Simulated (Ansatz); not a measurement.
# How Mg(0001) screens a field, part 2 of 2

Wanted: the response of a Mg(0001) slab to a perpendicular field.

Ansatz 0.2.0; plane-wave DFT, PBE, Ansatz PAW.

So far. Step 7 (Single point, field 0.2 V/Å): The dipole is 0.141 e·Å. Step 8 (Atoms held, field -0.2 V/Å): The dipole is -0.141 e·Å.

## Step 9: Single point, field 0.4 V/Å

input.yaml

```yaml
crystal:
  lattice:
    - [3.21, 0.0, 0.0]
    - [1.605, 2.7799415461, 0.0]
    - [0.0, 0.0, 28.42608]
  atoms:
    - { symbol: Mg, position: [0.0, 0.0, 0.3166106618] }
    - { symbol: Mg, position: [0.6666666667, 0.6666666667, 0.4083053309] }
    - { symbol: Mg, position: [0.0, 0.0, 0.5] }
    - { symbol: Mg, position: [0.6666666667, 0.6666666667, 0.5916946691] }
    - { symbol: Mg, position: [0.0, 0.0, 0.6833893382] }
kpoints:
  mp_grid: { grid: [18, 18, 1] }
hamiltonian:
  xc: pbe
scf:
  occupations: { method: fermi_dirac, width: 0.1 }
  convergence: { dr2_threshold: 1.0e-10 }
efield:
  axis: 3
  dipole_correction: true
  ramp_position: 0.97
  ramp_width: 0.06
  amplitude: 0.4
output:
  forces: true
  write_potential: true
  write_density: true
  volumetric_format: npy
  elf: true
```

Run with:

```console
$ ansatz run input.yaml --threads 2 --pin off --max-ram 3072MiB --backend cpu --events-out ev --progress --plain --runs-dir out
```

Numbers of over 12 decimals in the logs are rounded to 6 here.

The log of the run:

```text
[...]
Crystal: 5 atoms, lattice volume = 253.663 Å³
Basis set: ecut = 420 eV, 5039 PW (Γ), exchange–correlation on 48×48×384 points (8 copies of the dense FFT grid, shifted against one another)
Bands: 30, of which v1, the nominal top of the filled ones, is band 25 counted from 1 (24 counted from 0)
Symmetry: 6 space group operations
k-points: 37 of 324 (time reversal used)
[...]
k-point 0: bands = [... 21 lower, -5.5844, -4.7018, -3.4951, -1.9778, -0.5415, 1.3456, 2.6229, 3.2241, ... 1 higher]
  k-point 1: bands = [... 21 lower, -5.5243, -4.6422, -3.4360, -1.9189, -0.4855, 1.4023, 2.6815, 3.2815, ... 1 higher]
  k-point 2: bands = [... 21 lower, -5.3444, -4.4636, -3.2589, -1.7426, -0.3177, 1.5714, 2.8571, 3.4529, ... 1 higher]
  k-point 36: bands = [... 21 lower, 0.1416, 0.1727, 0.4993, 0.6200, 0.7476, 1.0736, 1.4213, 2.2999, ... 1 higher]
[key lines of the parts left out:]
SCF converged after 9 iterations
Free energy (F): -9618.493319 eV
Fermi energy:    0.554362 eV
Dipole field:    D = 0.201251 V/Å  (p = 0.282120 e·Å, saw-weighted, corrected)
```

Run time: 5.3 s. Hardware: 2 threads of AMD EPYC 9R45, shared host; peak memory 0.55 GiB.

Running mean over 2.60652 Å of the planar mean, with the applied field; the ramp of the sawtooth is left out. Electron's electrostatic potential energy less the Fermi level against z:

```csv
z (Å),electron's electrostatic potential energy less the Fermi level (eV)
3.5,2.34
4.0,2.54
4.5,2.73
5.0,2.92
5.5,3.07
6.0,3.15
6.5,3.02
7.0,2.39
7.5,0.569
8.0,-2.15
8.5,-3.60
9.0,-4.03
9.5,-4.08
10.0,-4.05
10.5,-4.05
11.0,-4.05
11.5,-4.05
12.0,-4.04
12.5,-4.04
13.0,-4.04
13.5,-4.04
14.0,-4.04
14.5,-4.04
15.0,-4.04
15.5,-4.04
16.0,-4.04
16.5,-4.04
17.0,-4.05
17.5,-4.05
18.0,-4.04
18.5,-4.06
19.0,-4.09
19.5,-4.01
20.0,-3.47
20.5,-1.70
21.0,1.14
21.5,2.92
22.0,3.71
22.5,4.12
23.0,4.39
23.5,4.61
24.0,4.82
24.5,5.02
25.0,5.22
```

The dipole is 0.282 e·Å.

## Step 10: The response

This step: plane-wave DFT, PBE, Ansatz PAW; screening of a field by a metal slab (Ansatz 0.2.0).

The dipoles give the slope, and the difference of two potentials shows where the field is screened.

This step gave:

- equivalent conductor thickness p/(ε₀AE): 14.28 Å
- distance between the outer atoms: 10.43 Å
- inner field over outer field: 7.12e-4
- image plane, upper face: 1.967 Å
- induced electrons on the upper face over ε₀E: -0.9942
- image plane, lower face: 1.967 Å
- induced electrons on the lower face over ε₀E: 0.9942

Table of dipole of the cell by applied field:

```csv
applied field (V/Å),dipole of the cell (e·Å)
-0.200,-0.141
-0.100,-0.0704
-0.050,-0.0352
0.000,0
0.050,0.0352
0.100,0.0704
0.200,0.141
0.400,0.282
```

Local field over the applied field, running mean. From the potentials at -0.05 and 0.05 V/Å; running mean over 2.60652 Å. The local field over applied field by z:

| z (Å) | local field over applied field |
| --- | --- |
| 5 | 0.968 |
| 6 | 0.854 |
| 7 | 0.553 |
| 8 | 0.198 |
| 9 | 0.00808 |
| 10 | -0.00600 |
| 11 | 0.00381 |
| 12 | -0.00201 |
| 13 | 0.00301 |
| 14 | -0.00146 |
| 15 | 0.00175 |
| 16 | 3.5e-4 |
| 17 | 3.3e-5 |
| 18 | 0.00238 |
| 19 | -0.0124 |
| 20 | 0.0917 |
| 21 | 0.391 |
| 22 | 0.749 |
| 23 | 0.937 |
| 24 | 0.988 |

The induced electron density oscillates, so the rows of the table below give means over windows of 1 Å about each position, cut where the curve ends. Its maxima inside the range that stand out by 2 % of the span (Å: e/Å³ per V/Å): 7.6: 0.00334, 10.4: 4.2e-4, 12.6: 1.7e-4, 14.7: 1.1e-4, 17.0: 2.6e-4, 19.2: 7.7e-4. Its minima: 9.2: -7.7e-4, 11.5: -2.6e-4, 13.8: -1.1e-4, 15.8: -1.7e-4, 18.1: -4.2e-4, 20.9: -0.00334.

Electrons, planar mean, per unit field. Table of induced electron density by z; means over each step:

```csv
z (Å),induced electron density (e/Å³ per V/Å)
5,1.7e-4
6,8.1e-4
7,0.00254
8,0.00235
9,-4.9e-4
10,1.1e-4
11,1.4e-5
12,-6.9e-5
13,7.1e-5
14,-4.4e-5
15,3.9e-5
16,-8.3e-5
17,1.7e-4
18,-2.9e-4
19,4.9e-4
20,-9.2e-4
21,-0.00306
22,-0.00144
23,-3.4e-4
24,-7.5e-5
```

By hand: between -0.05 and 0.05 V/Å the dipole changes by 0.07043 e·Å, a slope of 0.7043 e·Å²/V. A perfect conductor of thickness t has p = ε₀AEt, so t = 180.95 × 0.7043 / 8.924 = 14.28 Å (e/ε₀ = 180.95 V·Å, A in Å²). Less the 10.43 Å between the outer atoms, and halved, that puts each image plane 1.93 Å out.

The induced dipole is that of a conductor 14.28 Å thick.

## Step 11: Varying the input: crystal.symmetry = {"detect": false}

This step: plane-wave DFT, PBE, Ansatz PAW (Ansatz 0.2.0).

A run with a changed input: it repeats the earlier run at 0.05 V/Å with crystal.symmetry to detect: false.

input.yaml, as its differences from that of step 9:

```diff
@@ -11,2 +11,3 @@
     - { symbol: Mg, position: [0.0, 0.0, 0.6833893382] }
+  symmetry: { detect: false }
 kpoints:
@@ -23,3 +24,3 @@
   ramp_width: 0.06
-  amplitude: 0.4
+  amplitude: 0.05
 output:
@@ -29,2 +30 @@
   volumetric_format: npy
-  elf: true
```

The log of the run:

```text
[...]
Crystal: 5 atoms, lattice volume = 253.663 Å³
Basis set: ecut = 420 eV, 5039 PW (Γ), exchange–correlation on 48×48×384 points (8 copies of the dense FFT grid, shifted against one another)
Bands: 30, of which v1, the nominal top of the filled ones, is band 25 counted from 1 (24 counted from 0)
Symmetry: 1 space group operations
k-points: 164 of 324 (time reversal used)
[...]
SCF iter   1: F=—  HF=-9618.609122 eV  |F-HF|=—  |Δ(HF+E_count)|=         —  Δρ=1.01e-2  dr2=2.02e0  ethr=3.10e-3  p=0.033 e·Å  D=2.35e-2 V/Å  ΔV_dip=-0.67 eV  dr2_dipole=3.06e-4  V_vac-E_F(+/−)=5.01/4.37 eV  ⟨swp⟩=10.0  Hψ=27457  notcnv=0
[...]
SCF iter   9: F=-9618.437817 eV  HF=-9618.437817 eV  |F-HF|=1.27e-11  |Δ(HF+E_count)|=  6.08e-10  Δρ=5.07e-8  dr2=8.71e-12  ethr=1.00e-12  p=0.035 e·Å  D=2.51e-2 V/Å  ΔV_dip=-0.71 eV  dr2_dipole=1.57e-15  V_vac-E_F(+/−)=4.02/3.42 eV  ⟨swp⟩=9.9  Hψ=26042  notcnv=0
SCF 1 converged in 9 iterations: F = -9618.437817 eV  dr2 = 8.71e-12
[...]
SCF converged after 9 iterations
Free energy (F): -9618.437817 eV
[...]
Internal energy: -9618.359710 eV  (E = F + TS)
E sigma→0 (E₀):  -9618.398763 eV
Entropy (-TS):   -0.078107 eV (-15.621 meV/atom)
Fermi energy:    0.568833 eV
Dipole field:    D = 0.025121 V/Å  (p = 0.035215 e·Å, saw-weighted, corrected)
Work function:   not extracted (applied field tilts the vacuum); planar V_es + V_field profile in the machine report
[...]
--- Forces (eV/Å), atoms counted from 1 ---
  atom   1  Mg    -0.00000000     0.00000000    -0.02762504
  atom   2  Mg    -0.00000000     0.00000000     0.03897955
  atom   3  Mg     0.00000000    -0.00000000    -0.00032817
  atom   4  Mg    -0.00000000    -0.00000000    -0.03941418
  atom   5  Mg     0.00000000     0.00000000     0.02838791
  max |Σ_I F_I| component: 6.18e-8 eV/Å
--- Band table (eV; the first three rows and the last of 164) ---
  k-point 0: bands = [... 21 lower, -5.5699, -4.6875, -3.4810, -1.9635, -0.5263, 1.3771, 2.9441, 3.8437, ... 1 higher]
  k-point 1: bands = [... 21 lower, -5.5098, -4.6279, -3.4219, -1.9046, -0.4704, 1.4336, 3.0009, 3.9023, ... 1 higher]
  k-point 2: bands = [... 21 lower, -5.3299, -4.4493, -3.2448, -1.7284, -0.3026, 1.6024, 3.1703, 4.0776, ... 1 higher]
  k-point 163: bands = [... 21 lower, -1.3411, -0.9192, -0.7898, -0.2524, 0.3459, 1.1899, 1.3362, 2.6322, ... 1 higher]
```

Run time: 22 s. Hardware: 2 threads; peak memory 1.1 GiB; 43 s of CPU time.

Numbers from this step:

- energy at zero smearing: -9618.3988 eV
- dipole along the normal: 0.03522 e·Å

```csv
quantity,this run,earlier run,difference
dipole along the normal (e·Å),0.03522,0.03522,-6.3e-9
```

The dipole moves by under 0.5 % or 5e-5 e·Å.

## Step 12: Varying the input: scf.mixing.algorithm = "broyden" and scf.mixing.beta = 0.1

Another changed input: it repeats the earlier run at 0.05 V/Å with scf.mixing.algorithm to broyden and scf.mixing.beta to 0.1.

input.yaml, as its differences from that of step 11:

```diff
@@ -11,3 +11,2 @@
     - { symbol: Mg, position: [0.0, 0.0, 0.6833893382] }
-  symmetry: { detect: false }
 kpoints:
@@ -19,2 +18,3 @@
   convergence: { dr2_threshold: 1.0e-10 }
+  mixing: { algorithm: broyden, beta: 0.1 }
 efield:
```

The log of the run:

```text
[...]
Crystal: 5 atoms, lattice volume = 253.663 Å³
Basis set: ecut = 420 eV, 5039 PW (Γ), exchange–correlation on 48×48×384 points (8 copies of the dense FFT grid, shifted against one another)
Bands: 30, of which v1, the nominal top of the filled ones, is band 25 counted from 1 (24 counted from 0)
Symmetry: 6 space group operations
k-points: 37 of 324 (time reversal used)
[...]
SCF iter   1: F=—  HF=-9618.609521 eV  |F-HF|=—  |Δ(HF+E_count)|=         —  Δρ=1.01e-2  dr2=2.02e0  ethr=3.10e-3  p=0.033 e·Å  D=2.35e-2 V/Å  ΔV_dip=-0.67 eV  dr2_dipole=3.54e-4  V_vac-E_F(+/−)=5.01/4.37 eV  ⟨swp⟩=9.9  Hψ=6137  notcnv=0
[...]
SCF iter  15: F=-9618.437817 eV  HF=-9618.437817 eV  |F-HF|=1.14e-9  |Δ(HF+E_count)|=   6.54e-9  Δρ=1.39e-7  dr2=7.15e-11  ethr=1.00e-12  p=0.035 e·Å  D=2.51e-2 V/Å  ΔV_dip=-0.71 eV  dr2_dipole=3.12e-15  V_vac-E_F(+/−)=4.02/3.42 eV  ⟨swp⟩=6.9  Hψ=6273  notcnv=0
SCF 1 converged in 15 iterations: F = -9618.437817 eV  dr2 = 7.15e-11
[...]
SCF converged after 15 iterations
Stability not checked: this state was not tested for a lower state beside it, because the mixer in use, unlike msr1, does not test its closes by its own steps (another_mixer; see scf.mixing.algorithm and scf.lower_state_search)
Free energy (F): -9618.437817 eV
[...]
Internal energy: -9618.359710 eV  (E = F + TS)
E sigma→0 (E₀):  -9618.398763 eV
Entropy (-TS):   -0.078107 eV (-15.621 meV/atom)
Fermi energy:    0.568832 eV
Dipole field:    D = 0.025121 V/Å  (p = 0.035215 e·Å, saw-weighted, corrected)
Work function:   not extracted (applied field tilts the vacuum); planar V_es + V_field profile in the machine report
[...]
--- Forces (eV/Å), atoms counted from 1 ---
  atom   1  Mg     0.00000000    -0.00000000    -0.02762601
  atom   2  Mg    -0.00000000     0.00000000     0.03898095
  atom   3  Mg     0.00000000    -0.00000000    -0.00032823
  atom   4  Mg    -0.00000000     0.00000000    -0.03941553
  atom   5  Mg     0.00000000    -0.00000000     0.02838891
  max |Σ_I F_I| component: 8.20e-8 eV/Å
--- Band table (eV; the first three rows and the last of 37) ---
  k-point 0: bands = [... 21 lower, -5.5699, -4.6875, -3.4810, -1.9635, -0.5263, 1.3771, 2.9441, 3.8440, ... 1 higher]
  k-point 1: bands = [... 21 lower, -5.5098, -4.6279, -3.4219, -1.9046, -0.4704, 1.4336, 3.0009, 3.9026, ... 1 higher]
  k-point 2: bands = [... 21 lower, -5.3299, -4.4493, -3.2448, -1.7284, -0.3026, 1.6024, 3.1703, 4.0779, ... 1 higher]
  k-point 36: bands = [... 21 lower, 0.1562, 0.1873, 0.5139, 0.6345, 0.7620, 1.0879, 1.4356, 2.3144, ... 1 higher]
```

The job ended after 6.8 s (2 threads; peak memory 0.56 GiB; 13 s of CPU time).

```
                     quantity  this run  earlier run  difference
dipole along the normal (e·Å)   0.03522      0.03522      1.6e-7
```

The dipole moves by under 0.5 % or 5e-5 e·Å. The run took 15 SCF cycles against 9.

## Step 13: What came out

* work function: 3.73 eV
* image plane, upper face: 1.97 Å
* induced electrons on the upper face over ε₀E: -0.994
* equivalent conductor thickness p/(ε₀AE): 14.3 Å
* inner field over outer field: 7.1e-4

The induced charge has its centre 1.97 Å outside the outermost atoms; this is the plane from which a capacitor's gap or an image potential counts. The equivalent conductor thickness exceeds the distance between the outer atoms by 3.86 Å, about the sum of the two image-plane distances. In the middle of the slab the field is screened to under 0.5 % of its outer value. The atoms are held at bulk positions with the tabulated experimental lattice constant.

[Logs are printed without paths, hosts, clocks, repeated set-up lines and the standing remarks that a program may print on its own settings, such as how far it seeks lower states.]

[Hosts, paths, dates, database ids (printed as entryN), source tags and the programs' standing remarks are cut or masked in the printed files.]

[Maps of the electrostatic potential energy from Ansatz leave out the sawtooth potential of an applied field or a dipole correction, so their vacuum need not be flat; planar profiles and work functions include it.]
